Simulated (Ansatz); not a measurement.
# ZnS (Wurtzite-2H, P6_3mc) under uniaxial strain along c, part 2 of 2

Wanted: the shifts of the zone-centre modes of ZnS (Wurtzite-2H, P6_3mc) with strain.

Ansatz 0.2.0; DFT LDA, scalar-relativistic, plane waves, PAW; PAW set soft_1.

So far, highest optical mode at the zone centre (no LO-TO term) (cm⁻¹): step 4 (modes at rest) 349; step 6 (strain 4 %) 326.

The database entry behind the starting cell differs from later determinations by our own check (about 0.4 % short), so it need not match the best structure at ambient conditions.

## Step 8: Modes of this member: uniaxial strain of -4 % along c

The zone-centre modes follow for uniaxial strain of -4 % along c, with the response to a field.

The input, input.yaml:

```yaml
crystal:
  lattice:
    - [3.7785796008, 0.0, 0.0]
    - [-1.8892898004, 3.2723459246, 0.0]
    - [0.0, 0.0, 5.897131245]
  atoms:
    - { symbol: S, position: [0.3333333193, 0.6666666807, 0.3848255654] }
    - { symbol: S, position: [0.6666666807, 0.3333333193, 0.8848255654] }
    - { symbol: Zn, position: [0.3333333471, 0.6666666529, 0.0001744346] }
    - { symbol: Zn, position: [0.6666666529, 0.3333333471, 0.5001744346] }
kpoints:
  mp_grid: { grid: [12, 12, 8] }
hamiltonian:
  xc: lda
  pseudopotentials: { kind: paw, azcp: { folder: soft_1 }, xc_functional: pbe }
scf:
  occupations: { method: fixed }
output:
  eigenvalues: true
phonons:
  method: dfpt
  dielectric: true
  rigid_motions: translations
```

Launch:

```
ansatz run input.yaml --threads 4 --pin off --max-ram 16384MiB --backend cpu --events-out ev --progress --plain --runs-dir out
```

The job ended after 2.4 min (4 threads of Arm Neoverse V2, shared host; peak memory 2.3 GiB).

This step gave:

```yaml
sum_rule_residual_before_enforcement: 1.85e-4 eV/Å²
miss_of_the_charge_sum_rule: 5.13e-4 e
estimated_error_of_the_dielectric_tensor: 0.01885
highest_optical_mode_at_the_zone_centre_no_lo_to_term: 367.9 cm⁻¹
lowest_optical_zone_centre_mode: 64.89 cm⁻¹
mean_high_frequency_dielectric_constant: 6.123
largest_born_charge_third_of_the_trace: -1.858 e
mean_static_dielectric_constant: 8.526
top_of_the_zone_centre_spectrum_with_the_field: 367.9 cm⁻¹
```

Without the LO-TO term. Patterns of degenerate modes are one choice out of their space. Modes at Γ, with each element's share of the kinetic energy:

| mode | frequency (cm⁻¹) | symmetry | S % | Zn % |
| --- | --- | --- | --- | --- |
| 1 | 0.0 | acoustic | 33 | 67 |
| 2 | 0.0 | acoustic | 33 | 67 |
| 3 | 0.0 | acoustic | 33 | 67 |
| 4 | 64.9 | E2 | 27 | 73 |
| 5 | 64.9 | E2 | 27 | 73 |
| 6 | 193.9 | B1 | 7 | 93 |
| 7 | 299.3 | A1 | 67 | 33 |
| 8 | 300.7 | E1 | 67 | 33 |
| 9 | 300.7 | E1 | 67 | 33 |
| 10 | 310.3 | E2 | 73 | 27 |
| 11 | 310.3 | E2 | 73 | 27 |
| 12 | 367.9 | B1 | 93 | 7 |

Transverse modes. Infrared lines, with heights relative to the strongest:

| position (cm⁻¹) | relative intensity |
| --- | --- |
| 65 | 0.0 |
| 194 | 0.0 |
| 299 | 52 |
| 301 | 100 |
| 310 | 0.0 |
| 368 | 0.0 |

Without the LO-TO term the lowest optical mode is real, 64.9 cm⁻¹, and the highest lies at 367.9 cm⁻¹.

For the highest optical mode at the zone centre (no LO-TO term), step 4 gave 349 cm⁻¹; this run, with strain -4 %, gives 368 cm⁻¹ (+5 %).

## Step 9: The series together

The members are set side by side, also those not shown above.

Stress is positive in compression; energies are extrapolated to zero smearing, and E0 is that at rest; the axis is the direction of the strain; the edges not held and the atoms are relaxed in each cell. State of the crystal along the series:

| strain (%) | stress along the axis (GPa) | free strain along a (%) | free strain along b (%) | E - E0 (meV/atom) | gap on mesh (eV) | ε∞ along the axis | ε∞ across the axis, mean | ε0 along the axis | ε0 across the axis, mean | largest Born charge in size, a third of the trace (e) | top mode with the field, highest of q along x, y and z (cm⁻¹) |
| --- | --- | --- | --- | --- | --- | --- | --- | --- | --- | --- | --- |
| -4 | 5.498 | 1.081 | 1.081 | 13.01 | 2.257 | 6.071 | 6.149 | 8.55 | 8.514 | 1.858 | 367.9 |
| -3 | 4.142 | 0.7969 | 0.7969 | 7.302 | 2.268 | 6.088 | 6.122 | 8.605 | 8.488 | 1.857 | 363.6 |
| -2 | 2.769 | 0.5213 | 0.5213 | 3.238 | 2.278 | 6.115 | 6.097 | 8.692 | 8.471 | 1.859 | 359 |
| -1 | 1.387 | 0.2539 | 0.2539 | 0.8087 | 2.246 | 6.149 | 6.077 | 8.81 | 8.46 | 1.863 | 354.1 |
| 0 | -9.77e-4 | 0 | 0 | 0 | 2.186 | 6.192 | 6.059 | 8.957 | 8.458 | 1.868 | 348.9 |
| 1 | -1.385 | -0.2466 | -0.2466 | 0.8029 | 2.119 | 6.241 | 6.046 | 9.135 | 8.462 | 1.875 | 345.3 |
| 2 | -2.761 | -0.4844 | -0.4844 | 3.19 | 2.047 | 6.298 | 6.036 | 9.346 | 8.473 | 1.883 | 342.9 |
| 3 | -4.123 | -0.71 | -0.71 | 7.135 | 1.968 | 6.36 | 6.03 | 9.589 | 8.489 | 1.892 | 341 |
| 4 | -5.464 | -0.9245 | -0.9245 | 12.61 | 1.884 | 6.43 | 6.029 | 9.871 | 8.511 | 1.902 | 339.1 |

Without the LO-TO term; optical modes are counted from below at rest and tracked from member to member by their patterns, and modes that stay within 0.3 cm⁻¹ of each other stand once; labels, where given, are those at rest; the edges not held and the atoms are relaxed in each cell. Optical modes along the series:

| strain (%) | optical mode 1 E2 (cm⁻¹) | optical mode 2 B1 (cm⁻¹) | optical mode 3 A1 (cm⁻¹) | optical mode 4 E1 (cm⁻¹) | optical mode 5 E2 (cm⁻¹) | optical mode 6 B1 (cm⁻¹) |
| --- | --- | --- | --- | --- | --- | --- |
| -4 | 64.89 | 193.9 | 299.3 | 300.7 | 310.3 | 367.9 |
| -3 | 66.34 | 196 | 297.8 | 299 | 307.7 | 363.6 |
| -2 | 67.79 | 197.8 | 295.6 | 297.3 | 305 | 359 |
| -1 | 69.2 | 199 | 292.8 | 295.4 | 302.1 | 354.1 |
| 0 | 70.57 | 199.8 | 289.4 | 293.5 | 299.1 | 348.9 |
| 1 | 71.88 | 200.1 | 285.4 | 291.4 | 296.1 | 343.5 |
| 2 | 73.14 | 200 | 281 | 289.4 | 293.1 | 337.8 |
| 3 | 74.33 | 199.3 | 276 | 287.4 | 290.1 | 332.1 |
| 4 | 75.44 | 198 | 270.4 | 285.4 | 287.2 | 326.2 |

Value and slope at zero strain of a cubic (a lower polynomial where under five rows exist) through the rows within 2 % of rest. Slopes at rest:

| mode | frequency (cm⁻¹) | shift per percent of strain (cm⁻¹) | shift per GPa of compressive stress (cm⁻¹) |
| --- | --- | --- | --- |
| optical mode 1 E2 | 70.6 | 1.34 | -0.97 |
| optical mode 2 B1 | 199.8 | 0.56 | -0.41 |
| optical mode 3 A1 | 289.4 | -3.66 | 2.64 |
| optical mode 4 E1 | 293.5 | -2.01 | 1.45 |
| optical mode 5 E2 | 299.1 | -3 | 2.16 |
| optical mode 6 B1 | 348.9 | -5.32 | 3.84 |

## Step 10: Outcome

* members: 9
* highest optical mode at the zone centre (no LO-TO term), at rest: 348.9 cm⁻¹
* Young’s modulus along c: 139 GPa
* optical mode 3 A1, shift per percent: -3.66 cm⁻¹
* optical mode 4 E1, shift per percent: -2.01 cm⁻¹
* optical mode 5 E2, shift per percent: -3.00 cm⁻¹
* optical mode 6 B1, shift per percent: -5.32 cm⁻¹

The stress changes by 1.39 GPa for each percent, a Young’s modulus of 139 GPa along c. For each percent the free edge responds with -0.25 %. Within 2 % of rest optical mode 2 B1 bends away from a straight line, so a single slope holds only near rest. The fastest shift in the table of slopes is -5.3 cm⁻¹ for each percent (optical mode 6 B1), or 3.8 cm⁻¹ for each GPa of compressive stress. For small strain, the measured shift of a line that Raman or infrared light can see, divided by its slope, estimates the stress, if the state of stress is of this kind. For infrared-active modes these slopes hold for the transverse lines; longitudinal ones carry the field and shift otherwise. These are harmonic frequencies at zero temperature: anharmonic shifts, linewidths and thermal expansion are left out. The PAW files were made for PBE; the program adapts parts of them to the functional of the run, but their partial waves stay those of PBE, an approximation that was not tested in this session. Only the zone centre was solved, so an instability at another wavevector cannot show here.

[Logs are printed without paths, hosts, clocks, repeated set-up lines and the standing remarks that a program may print on its own settings, such as how far it seeks lower states.]

[Hosts, paths, dates, database ids (printed as entryN), source tags and the programs' standing remarks are cut or masked in the printed files.]
